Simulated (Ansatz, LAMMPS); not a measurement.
## Electronic structure of Ni59Al41 (at. %) with crystalline order left by the classical run (68 atoms)

Aim: energy, forces and density of states of Ni59Al41 (at. %) with crystalline order left by the classical run (68 atoms) at a fixed geometry.

Program: Ansatz 0.2.0. Level of theory: Kohn-Sham DFT, LDA, PAW (set soft_2), plane waves. Results are calculated unless marked as measured.

## (1) The starting structure

The cell holds 68 atoms: 40 Ni and 28 Al. Its edges and angles: a = 9.495 Å, b = 9.495 Å, c = 9.495 Å, α = 90.0°, β = 90.0°, γ = 90.0°. 68 atoms (40 Ni, 28 Al) placed at random at 5.03 g/cm³, melted at 2400 K for 10 ps at fixed volume with the EAM Ni-Al-H potential (Angelo, Moody and Baskes, Modell. Simul. Mater. Sci. Eng. 3, 289 (1995)). Quenched from 2400 K to 300 K at 300 K/ps and zero pressure, held 5 ps.

Before any run, some limits are plain. The quench rate of 300 K/ps is orders of magnitude faster than experiment, which tends to freeze in extra defects. The starting topology of bonds comes from the classical model, and needn't be the one that DFT or experiment would give.

## (2) How the cell was made

A classical potential supplies the starting structure, since it reaches far longer times than DFT.

This step: classical MD, EAM Ni-Al-H potential (Angelo, Moody and Baskes, Modell. Simul. Mater. Sci. Eng. 3, 289 (1995)) (LAMMPS 22 Jul 2025 - Update 4).

Input file in.lmp:

```
# melt-quench of Ni40Al28
units metal
atom_style atomic
boundary p p p
region box block 0 10.0782 0 10.0782 0 10.0782
create_box 2 box
mass 1 58.6934   # Ni
mass 2 26.9815   # Al
create_atoms 1 random 40 52263 NULL overlap 1.78 maxtry 2000
create_atoms 2 random 28 52270 NULL overlap 1.78 maxtry 2000
pair_style eam/alloy
pair_coeff * * NiAlH_jea.eam.alloy Ni Al
neigh_modify delay 0 every 1 check yes
thermo_style custom step time temp pe press density
thermo_modify norm yes
timestep 0.002
thermo 100
min_style cg
minimize 1e-4 1e-4 200 2000
reset_timestep 0
velocity all create 2400 52264 mom yes dist gaussian
fix lim all nve/limit 0.05
fix lan all langevin 2400 2400 0.2 52265 zero yes
thermo 500
run 1000 post no
unfix lim
unfix lan
thermo 833
fix md all nvt temp 2400 2400 0.2
run 5000 post no
unfix md
thermo 350
fix md all npt temp 2400 300 0.2 iso 0 0 2
run 3500 post no
unfix md
thermo 1250
fix md all npt temp 300 300 0.2 iso 0 0 2
run 2500 post no
unfix md
write_dump all custom glass.dump id type xs ys zs modify sort id
```

Run with:

```
> lmp -in in.lmp -log none -nocite
```

Numbers of over 12 decimals in the logs are rounded to 6 here.

The program printed:

```text
LAMMPS (22 Jul 2025 - Update 4)
Created orthogonal box = (0 0 0) to (10.0782 10.0782 10.0782)
Created 40 atoms
Created 28 atoms
   Step          Time           Temp          PotEng         Press         Density
         0   0              0             -2.3568522      355687.91      5.0350908
        82   0.164          0             -4.1828353     -104430.62      5.0350908
Loop time of 0.00874411 s on 1 MPI rank(s) for 82 steps with 68 atoms
Minimization stats:
  Stopping criterion = energy tolerance
  Energy initial, next-to-last, final =
     -2.35685222181487  -4.18243974008261    -4.182835317159
  Force two-norm initial, final = 78.093229 0.4584129
  Iterations, force evaluations = 82 110
   Step          Time           Temp          PotEng         Press         Density
         0   0              2400          -4.1828353     -82742.556      5.0350908
       500   1              1820.3937     -3.8309874     -11009.96       5.0350908
[... 5 lines left out ...]
      2499   4.998          2142.305      -3.9146978     -48966.138      5.0350908
      3332   6.664          2480.8539     -3.8401024     -8179.5044      5.0350908
      4165   8.33           2364.424      -3.8713403     -14598.731      5.0350908
      4998   9.996          2684.1985     -3.8388529     -18936.766      5.0350908
      5831   11.662         2094.7473     -3.8958371     -37469.767      5.0350908
[... 1 line left out ...]
Loop time of 0.341724 s on 1 MPI rank(s) for 5000 steps with 68 atoms
   Step          Time           Temp          PotEng         Press         Density
[... 12 lines left out ...]
Loop time of 0.267836 s on 1 MPI rank(s) for 3500 steps with 68 atoms
   Step          Time           Temp          PotEng         Press         Density
      9500   19             369.35953     -4.2687081     -9413.229       5.8344784
     10000   20             276.74863     -4.2893752     -4043.0027      5.9519197
     11250   22.5           292.32531     -4.2967479      12324.529      6.0509632
     12000   24             285.75634     -4.3023019      196.20096      6.0212483
Loop time of 0.20152 s on 1 MPI rank(s) for 2500 steps with 68 atoms
```

Wall time 0.99 s (1 thread of Intel Xeon Platinum 8488C (Sapphire Rapids), shared host); peak memory 0.08 GiB.

## (3) Plane-wave single point

The electrons are solved once, with the atoms held.

Input file input.yaml:

```yaml
crystal:
  lattice:
    - [9.49489, 0.0, 0.0]
    - [0.0, 9.49489, 0.0]
    - [0.0, 0.0, 9.49489]
  atoms:
    - { symbol: Ni, position: [0.07036, 0.52482, 0.15573], spin: 0.6 }
    - { symbol: Ni, position: [0.94269, 0.27246, 0.10879], spin: 0.6 }
    - { symbol: Ni, position: [0.83887, 0.42195, 0.28228], spin: 0.6 }
    - { symbol: Ni, position: [0.69857, 0.1684, 0.21246], spin: 0.6 }
    - { symbol: Ni, position: [0.51279, 0.08861, 0.3767], spin: 0.6 }
    - { symbol: Ni, position: [0.34966, 0.45603, 0.5528], spin: 0.6 }
    - { symbol: Ni, position: [0.39329, 0.33279, 0.32791], spin: 0.6 }
    - { symbol: Ni, position: [0.97555, 0.18251, 0.85396], spin: 0.6 }
    - { symbol: Ni, position: [0.19338, 0.78684, 0.20154], spin: 0.6 }
    - { symbol: Ni, position: [0.2902, 0.83942, 0.78209], spin: 0.6 }
    - { symbol: Ni, position: [0.06577, 0.01086, 0.15385], spin: 0.6 }
    - { symbol: Ni, position: [0.42971, 0.54404, 0.80008], spin: 0.6 }
    - { symbol: Ni, position: [0.60638, 0.45203, 0.62646], spin: 0.6 }
    - { symbol: Ni, position: [0.73908, 0.0927, 0.48484], spin: 0.6 }
    - { symbol: Ni, position: [0.4704, 0.23292, 0.60678], spin: 0.6 }
    - { symbol: Ni, position: [0.07932, 0.9236, 0.92472], spin: 0.6 }
    - { symbol: Ni, position: [0.85431, 0.93524, 0.78007], spin: 0.6 }
    - { symbol: Ni, position: [0.8563, 0.52774, 0.04327], spin: 0.6 }
    - { symbol: Ni, position: [0.29929, 0.31283, 0.77335], spin: 0.6 }
    - { symbol: Ni, position: [0.62634, 0.05396, 0.92445], spin: 0.6 }
    - { symbol: Ni, position: [0.9596, 0.60352, 0.61303], spin: 0.6 }
    - { symbol: Ni, position: [0.74713, 0.17103, 0.72836], spin: 0.6 }
    - { symbol: Ni, position: [0.39968, 0.07008, 0.82135], spin: 0.6 }
    - { symbol: Ni, position: [0.98834, 0.68399, 0.34078], spin: 0.6 }
    - { symbol: Ni, position: [0.59183, 0.42348, 0.17994], spin: 0.6 }
    - { symbol: Ni, position: [0.98234, 0.67387, 0.85764], spin: 0.6 }
    - { symbol: Ni, position: [0.06745, 0.83991, 0.66859], spin: 0.6 }
    - { symbol: Ni, position: [0.53807, 0.30972, 0.84907], spin: 0.6 }
    - { symbol: Ni, position: [0.74412, 0.80553, 0.98453], spin: 0.6 }
    - { symbol: Ni, position: [0.28105, 0.06408, 0.2784], spin: 0.6 }
    - { symbol: Ni, position: [0.19459, 0.68413, 0.49522], spin: 0.6 }
    - { symbol: Ni, position: [0.56303, 0.93589, 0.15661], spin: 0.6 }
    - { symbol: Ni, position: [0.51739, 0.57522, 0.3814], spin: 0.6 }
    - { symbol: Ni, position: [0.06508, 0.35944, 0.66467], spin: 0.6 }
    - { symbol: Ni, position: [0.69897, 0.68101, 0.20169], spin: 0.6 }
    - { symbol: Ni, position: [0.08507, 0.44905, 0.41242], spin: 0.6 }
    - { symbol: Ni, position: [0.18362, 0.08671, 0.73975], spin: 0.6 }
    - { symbol: Ni, position: [0.19929, 0.17146, 0.98398], spin: 0.6 }
    - { symbol: Ni, position: [0.45336, 0.69371, 0.14062], spin: 0.6 }
    - { symbol: Ni, position: [0.37512, 0.82445, 0.35063], spin: 0.6 }
    - { symbol: Al, position: [0.73159, 0.29469, 0.98896] }
    - { symbol: Al, position: [0.96561, 0.09354, 0.607] }
    - { symbol: Al, position: [0.10094, 0.41957, 0.9214] }
    - { symbol: Al, position: [0.42495, 0.7047, 0.59522] }
    - { symbol: Al, position: [0.81456, 0.92838, 0.2619] }
    - { symbol: Al, position: [0.62428, 0.32721, 0.41062] }
    - { symbol: Al, position: [0.85688, 0.03922, 0.02321] }
    - { symbol: Al, position: [0.358, 0.42488, 0.0468] }
    - { symbol: Al, position: [0.8558, 0.33144, 0.53161] }
    - { symbol: Al, position: [0.96791, 0.75944, 0.1043] }
    - { symbol: Al, position: [0.8549, 0.84618, 0.52754] }
    - { symbol: Al, position: [0.28437, 0.56717, 0.29111] }
    - { symbol: Al, position: [0.61464, 0.84267, 0.40102] }
    - { symbol: Al, position: [0.60841, 0.57882, 0.98065] }
    - { symbol: Al, position: [0.31718, 0.94232, 0.04524] }
    - { symbol: Al, position: [0.94161, 0.16129, 0.33493] }
    - { symbol: Al, position: [0.50958, 0.8084, 0.90316] }
    - { symbol: Al, position: [0.23716, 0.66689, 0.98366] }
    - { symbol: Al, position: [0.58971, 0.98843, 0.66016] }
    - { symbol: Al, position: [0.4532, 0.1784, 0.10047] }
    - { symbol: Al, position: [0.83218, 0.44251, 0.78881] }
    - { symbol: Al, position: [0.21306, 0.22577, 0.50033] }
    - { symbol: Al, position: [0.75481, 0.59775, 0.43592] }
    - { symbol: Al, position: [0.12271, 0.92451, 0.42108] }
    - { symbol: Al, position: [0.18999, 0.59581, 0.71486] }
    - { symbol: Al, position: [0.34424, 0.97673, 0.56169] }
    - { symbol: Al, position: [0.17109, 0.29541, 0.22221] }
    - { symbol: Al, position: [0.71043, 0.71118, 0.72454] }
magnetization:
  spin_polarized: true
kpoints:
  mp_grid: { grid: [2, 2, 2] }
hamiltonian:
  xc: lda
scf:
  occupations: { method: methfessel_paxton, width: 0.15 }
  lower_state_search: "off"
output:
  forces: true
  stress: true
  populations: intrinsic
  dos:
    method: { smearing: { sigma: 0.08 } }
    de: 0.1
    projected: { site_lists: { Al: [Al], Ni: [Ni] } }
  eigenvalues: true
  write_density: true
  write_potential: true
  volumetric_format: npy
```

Run with:

```
> ansatz run input.yaml --threads 8 --pin off --max-ram 15872MiB --backend cpu --events-out ev --progress --plain --runs-dir out
```

The program printed:

```text
Engine: ansatz 0.2.0, x86_64-unknown-linux-gnu
Pseudopotentials: kind: paw
Pseudopotential: Ni, paw, valence charge 18, recommended cutoff 420 eV (normal), Ni.paw.azcp
Pseudopotential: Al, paw, valence charge 3, recommended cutoff 420 eV (normal), Al.paw.azcp
Functional definition: SPW92
  exchange = slater_x
  correlation = pw_c
Crystal: 68 atoms, lattice volume = 855.992 Å³
Basis set: ecut = 420 eV, 16831 PW (Γ)
Bands: 497, of which v1, the nominal top of the filled ones, is band 402 counted from 1 (401 counted from 0)
Symmetry: 1 space group operations
Space group: P1 (ITA 1), of the structure as read, at distance tolerance 9.5e-5 Å
Magnetic group: BNS 1.1 (UNI 1), of the structure as read, at distance tolerance 9.5e-5 Å
k-points: 8
Non-local potential: Ni, projectors of the file, l = 0: 3, l = 1: 2, l = 2: 3, l = 3: 1
Non-local potential: Al, projectors of the file, l = 0: 2, l = 1: 2, l = 2: 1
PAW form: soft (Blöchl's): semilocal exchange-correlation on the pseudo side does not see the compensation charge
PAW frozen core: Ni, regenerated for the run's functional, and the local potential with it (the file was generated under x = pbe(κ = 0.804, μ = 0.219515), c = pbe(β = 0.066725))
PAW frozen core: Al, regenerated for the run's functional, and the local potential with it (the file was generated under x = pbe(κ = 0.804, μ = 0.219515), c = pbe(β = 0.066725))
PAW one-centre angular grid: Ni, 590 points (default); XC on 64 Gauss nodes
PAW one-centre angular grid: Al, 110 points (default); XC on 64 Gauss nodes
Initial density: superposition of atomic densities (chi_scale 0.1, normalization cell)
Starting moments: Σ|m| = 24 μB on 40 of 68 sites
Initial wavefunctions: pseudopotential atomic-orbital guess
Functional: x = slater, c = lda
SCF iter   1: F=—  HF=-245334.644596 eV  |F-HF|=—  |Δ(HF+E_count)|=         —  Δρ=9.53e-2 (↑2.38e-2 ↓9.53e-2)  dr2=1.48e2  dr2_m=1.24e1  M=6.326 μB ∫|m|=7.204 μB  β_m=0.30  ethr=3.10e-3  ⟨swp⟩=5.0  Hψ=28507  notcnv=0  defer=243
preconditioner: auto → Kerker (q_TF=auto, 2.700 Å⁻¹)  [metal: Δε(μ)=0.009 eV  Ē_g=7.091 eV  σ=0.150 eV  W_gap=0.05  n_scr=256 (ndim 8)  ℏωp=27.9 eV  f_vac=0.000  D(μ)=31.15/eV (n_scr^D=250)]
spin=Collinear: Kerker preconditioning applied to the charge; magnetization (m = ρ↑ − ρ↓) channel mixes plain (no charge-response kernel on spin).
SCF iter   2: F=—  HF=-245323.961846 eV  |F-HF|=—  |Δ(HF+E_count)|=    1.07e1  S|Δr|=    0.00e0  Δρ=3.65e-2 (↑3.65e-2 ↓2.42e-2)  dr2=2.43e1  dr2_m=4.82e0  M=7.407 μB ∫|m|=8.522 μB  β_m=0.30  ethr=3.10e-3  ⟨swp⟩=3.0  Hψ=12828  notcnv=0  defer=1243
SCF iter   3: F=—  HF=-245320.416385 eV  |F-HF|=—  |Δ(HF+E_count)|=    3.55e0  S|Δr|=    0.00e0  Δρ=3.43e-2 (↑1.68e-2 ↓3.43e-2)  dr2=2.62e1  dr2_m=3.70e0  M=5.968 μB ∫|m|=6.942 μB  β_m=0.30  ethr=3.02e-3  ⟨swp⟩=2.3  Hψ=10329  notcnv=0  defer=1225
SCF iter   4: F=—  HF=-245315.700281 eV  |F-HF|=—  |Δ(HF+E_count)|=    4.72e0  S|Δr|=    0.00e0  Δρ=3.52e-2 (↑3.13e-2 ↓3.52e-2)  dr2=2.97e1  dr2_m=1.83e0  M=6.562 μB ∫|m|=7.584 μB  β_m=0.30  ethr=3.02e-3  ⟨swp⟩=3.8  Hψ=11577  notcnv=0  defer=1225
SCF iter   5: F=—  HF=-245314.902258 eV  |F-HF|=—  |Δ(HF+E_count)|=   7.98e-1  S|Δr|=    0.00e0  Δρ=2.31e-2 (↑2.31e-2 ↓9.31e-3)  dr2=4.56e0  dr2_m=1.14e0  M=5.756 μB ∫|m|=6.721 μB  β_m=0.30  ethr=3.02e-3  ⟨swp⟩=2.2  Hψ=9334  notcnv=0  defer=1211
SCF iter   6: F=—  HF=-245314.937061 eV  |F-HF|=—  |Δ(HF+E_count)|=   3.48e-2  S|Δr|=    0.00e0  Δρ=1.89e-2 (↑1.89e-2 ↓4.41e-3)  dr2=2.08e0  dr2_m=8.61e-1  M=5.095 μB ∫|m|=5.981 μB  β_m=0.30  ethr=5.68e-4  ⟨swp⟩=2.0  Hψ=6866  notcnv=0  defer=1211
SCF iter   7: F=—  HF=-245315.011458 eV  |F-HF|=—  |Δ(HF+E_count)|=   7.44e-2  S|Δr|=    0.00e0  Δρ=1.36e-2 (↑1.36e-2 ↓5.80e-3)  dr2=6.26e-1  dr2_m=6.80e-1  M=4.466 μB ∫|m|=5.272 μB  β_m=0.30  ethr=2.58e-4  ⟨swp⟩=1.5  Hψ=6779  notcnv=0  defer=1211
SCF iter   8: F=—  HF=-245315.026192 eV  |F-HF|=—  |Δ(HF+E_count)|=   1.47e-2  S|Δr|=    0.00e0  Δρ=1.02e-2 (↑1.02e-2 ↓7.12e-3)  dr2=3.45e-1  dr2_m=5.25e-1  M=3.953 μB ∫|m|=4.692 μB  β_m=0.30  ethr=7.78e-5  ⟨swp⟩=1.1  Hψ=7153  notcnv=0  defer=1211
SCF iter   9: F=—  HF=-245314.945469 eV  |F-HF|=—  |Δ(HF+E_count)|=   8.07e-2  S|Δr|=    0.00e0  Δρ=8.50e-3 (↑6.25e-3 ↓8.50e-3)  dr2=7.84e-2  dr2_m=4.07e-1  M=3.487 μB ∫|m|=4.159 μB  β_m=0.30  ethr=4.29e-5  ⟨swp⟩=2.0  Hψ=9521  notcnv=0  defer=1211
SCF iter  10: F=—  HF=-245314.975995 eV  |F-HF|=—  |Δ(HF+E_count)|=   3.05e-2  S|Δr|=    0.00e0  Δρ=7.88e-3 (↑4.96e-3 ↓7.88e-3)  dr2=5.61e-2  dr2_m=3.15e-1  M=3.094 μB ∫|m|=3.701 μB  β_m=0.30  ethr=9.75e-6  ⟨swp⟩=1.9  Hψ=8492  notcnv=0  defer=1211
[...]
spin-set hold released at iteration 11 (site moments contracting): the magnetisation degrees of freedom join the quasi-Newton model from the next iteration; the mixer history was flushed
[...]
SCF iter  40: F=—  HF=-245315.113496 eV  |F-HF|=—  |Δ(HF+E_count)|=   1.49e-8  S|Δr|=    0.00e0  Δρ=3.37e-6 (↑3.37e-6 ↓3.32e-6)  dr2=4.00e-7  dr2_m=7.84e-9  M=0.000 μB ∫|m|=0.000 μB  β_m=0.32  ethr=1.21e-11  ⟨swp⟩=6.0  Hψ=40516  notcnv=0
iter 41 did not close the SCF: its close was put off for a magnetic moment that had not settled (scf_convergence_deferred on its scf_iter line)
SCF iter  41: F=-245315.113496 eV  HF=-245315.113496 eV  |F-HF|=5.01e-8  |Δ(HF+E_count)|=   9.40e-9  S|Δr|=    0.00e0  Δρ=1.64e-6 (↑1.64e-6 ↓1.43e-6)  dr2=5.63e-8  dr2_m=4.57e-9  M=0.000 μB ∫|m|=0.000 μB  β_m=0.34  ethr=1.21e-11  ⟨swp⟩=5.0  Hψ=40648  notcnv=0
iter 42 did not close the SCF: its close was put off for a magnetic moment that had not settled (scf_convergence_deferred on its scf_iter line)
SCF iter  42: F=-245315.113496 eV  HF=-245315.113496 eV  |F-HF|=4.71e-8  |Δ(HF+E_count)|=   1.37e-9  S|Δr|=    0.00e0  Δρ=1.68e-6 (↑1.35e-6 ↓1.68e-6)  dr2=5.33e-8  dr2_m=4.11e-9  M=0.000 μB ∫|m|=0.000 μB  β_m=0.33  ethr=7.01e-12  ⟨swp⟩=5.0  Hψ=39893  notcnv=0
iter 43 did not close the SCF: its close was put off for a magnetic moment that had not settled (scf_convergence_deferred on its scf_iter line)
SCF iter  43: F=-245315.113496 eV  HF=-245315.113496 eV  |F-HF|=5.54e-8  |Δ(HF+E_count)|=   5.15e-9  S|Δr|=    0.00e0  Δρ=1.59e-6 (↑1.12e-6 ↓1.59e-6)  dr2=5.85e-8  dr2_m=1.64e-9  M=0.000 μB ∫|m|=0.000 μB  β_m=0.25  ethr=6.63e-12  ⟨swp⟩=5.0  Hψ=39406  notcnv=0
iter 44 did not close the SCF: its close was put off for a magnetic moment that had not settled (scf_convergence_deferred on its scf_iter line)
SCF iter  44: F=-245315.113496 eV  HF=-245315.113496 eV  |F-HF|=3.00e-9  |Δ(HF+E_count)|=  4.37e-10  S|Δr|=    0.00e0  Δρ=6.18e-7 (↑3.10e-7 ↓6.18e-7)  dr2=3.50e-9  dr2_m=1.07e-9  M=0.000 μB ∫|m|=0.000 μB  β_m=0.33  ethr=6.63e-12  ⟨swp⟩=5.0  Hψ=39470  notcnv=0
SCF iter  45: F=-245315.113496 eV  HF=-245315.113496 eV  |F-HF|=4.77e-9  |Δ(HF+E_count)|=  3.78e-10  S|Δr|=    0.00e0  Δρ=5.43e-7 (↑5.43e-7 ↓4.43e-7)  dr2=5.11e-9  dr2_m=6.76e-10  M=0.000 μB ∫|m|=0.000 μB  ethr=1.00e-12  ⟨swp⟩=4.0  Hψ=34666  notcnv=0
WARN: the starting moments were not kept: the SCF closed with an absolute magnetisation of 1.6e-4 μB, where they sum to 24 μB in size (40 sites). That is at most 0.1 of that sum. Measured as dr2_m measures the in/out step, that magnetisation stands 2.0e-9 eV from none, [...]
SCF 1 converged in 45 iterations: F = -245315.113496 eV  dr2 = 5.11e-9
  greatest PAW one-centre occupation: 1.002 electrons in one spin orbital (limit 2), on the Ni atom at site 30 (counted from 0), in its partial waves of l = 1
this state was not tested for a lower state beside it, because cold or Methfessel-Paxton smearing, or corrected tetrahedra, fill the levels in a way that the test cannot read (fill_not_monotonic; see scf.lower_state_search)
SCF converged after 45 iterations
Magnetization: 0.0001 μB (402.0001 up, 401.9999 down)
Absolute magnetization: 0.0002 μB (∫|ρ↑−ρ↓|, with the PAW one-centre terms)
Spin contamination: 0.0000 ħ² per cell (⟨S²⟩ above its minimum at these occupations)
Per-site moments (μB) at R_I (Å): [(2.181703420308786e-6, 0.947127), (2.7557549127663512e-6, 0.954702), (4.354634568852836e-6, 0.971903), (1.6721991521577541e-6, 1.013735), (6.0081545962731185e-6, 0.982431), [...]
Free energy (F): -245315.113496 eV
Harris-Foulkes:  -245315.113496 eV  (|F-HF|=4.77e-9)
Internal energy: -245315.092493 eV  (E = F + TS)
E sigma→0 (E₀):  -245315.108245 eV
Entropy (-TS):   -0.021002 eV (-0.309 meV/atom)
Fermi energy:    13.002691 eV
Step filling:    the computed levels leave a gap of 0.0009 eV = 0.0 smearing widths at the electron count; against every level under it full and every level over it empty, smearing changes F+E_penalty+E_count by -9.245 meV and its σ→0 estimate by -3.995 meV
--- Per-component energies (eV) ---
  E_band       = -14069.974863
  E_kinetic    = 12069.542481
  E_local      = -196458.616562  (includes V_loc(G=0)·N_el)
  E_nonlocal   = 25934.311344
  E_hartree    = 85466.460339
  E_xc         = -4498.176159
  E_vxc        = -5217.299506  (∫ρ·V_xc dr)
  E_paw        = -75041.099955  (= ΣΔE_a)
  E_vpaw       = -21330.850956  (= ΣTr[D̂ρ^β])
  E_aug_tail   = 0.017318  (compensation charges beyond the density's cutoff)
  E_ewald      = -92806.456180
  E_core_change = 18.924881  (= ΣΔE_core)
  E_smearing   = -0.021002  (= −TS)
  E_closure    = -0.000000  (closes the sum)
  Σ components = -245315.113496   (vs F -245315.113496, Δ=0.00e0)
--- Forces (eV/Å), atoms counted from 1 ---
  atom   1  Ni     0.90963423    -0.12027991    -0.02186257
  atom   2  Ni     1.01516528     0.11801826    -0.32403152
  atom   3  Ni     0.31384872    -0.34485436     0.16008469
  atom   4  Ni     0.41648374    -0.18764261    -0.13671454
  atom   5  Ni    -0.46194255    -0.31931767     0.13579061
  atom   6  Ni    -0.35965731     0.26507459    -0.00321962
  atom   7  Ni    -0.54009678    -0.39712681    -0.32106577
  atom   8  Ni     0.00012260     0.41145957     0.05805804
  atom   9  Ni    -0.34122694    -0.02010960    -0.30101314
  atom  10  Ni     0.12579490    -0.32637578     0.19969719
  atom  11  Ni    -0.45846712     0.49436627     1.13050438
  atom  12  Ni    -0.25434929     0.52485561     0.40621740
  atom  13  Ni     0.58108803     0.72904540     0.31527008
  atom  14  Ni     0.66482900    -0.32836709    -0.81121820
[...]
atom  67  Al    -0.38515592    -0.51880857    -0.60349225
  atom  68  Al     0.63823856    -0.55468360     0.36712746
  max |Σ_I F_I| component: 6.61e-5 eV/Å
--- Stress (GPa, compression-positive) ---
       -8.731470      -0.048662       2.150946
       -0.048662     -15.966034      -0.709665
        2.150946      -0.709665     -10.946038
  P = ⅓ Tr σ = -11.8812 GPa (-118.812 kbar)
--- Band table (eV; the first three rows and the last of 16) ---
  k-point 0 ↑: bands = ["-89.3988", "-89.2824", "-89.2680", "-89.2556", [... 481 levels ...], "19.8536", "19.9685", "20.0170", "20.0583", "20.1189", "20.1548", "20.2309", "20.3428", "20.4844", "20.4979", "20.5223", "20.5822"]
[...]
--- intrinsic populations: 68 sites ---
  site symbol       q [e]    m [muB]
     0     Ni     17.7556     0.0000
     1     Ni     17.7259     0.0000
     2     Ni     17.7732     0.0000
[...]
67     Al      3.2104     0.0000
  spilling = 0.000000 (of n_electrons = 804.000000)
```

Elapsed: 4.3 min, on 8 threads of Intel Xeon Platinum 8488C (Sapphire Rapids), shared host; peak memory 12 GiB.

The program notes that starting moments were not kept, it cut back its work space to fit the memory limit and the stability of the SCF solution was not settled.

Numbers from this run:

```yaml
free_energy: -245315.1135 eV
free_energy_per_atom: -3607.5752 eV/atom
scf_cycles: 45
pressure: -11.88 GPa
r_m_s_force_component: 0.5249 eV/Å
longest_force: 1.728 eV/Å
fermi_energy: 13 eV
levels_partly_filled_by_over_2_per_cent: 96
```

(Continued in part 2 of 2.)

[Logs are printed without paths, hosts, clocks, repeated set-up lines and the standing remarks that a program may print on its own settings, such as how far it seeks lower states.]

[Hosts, paths, dates, database ids (printed as entryN), source tags and the programs' standing remarks are cut or masked in the printed files.]
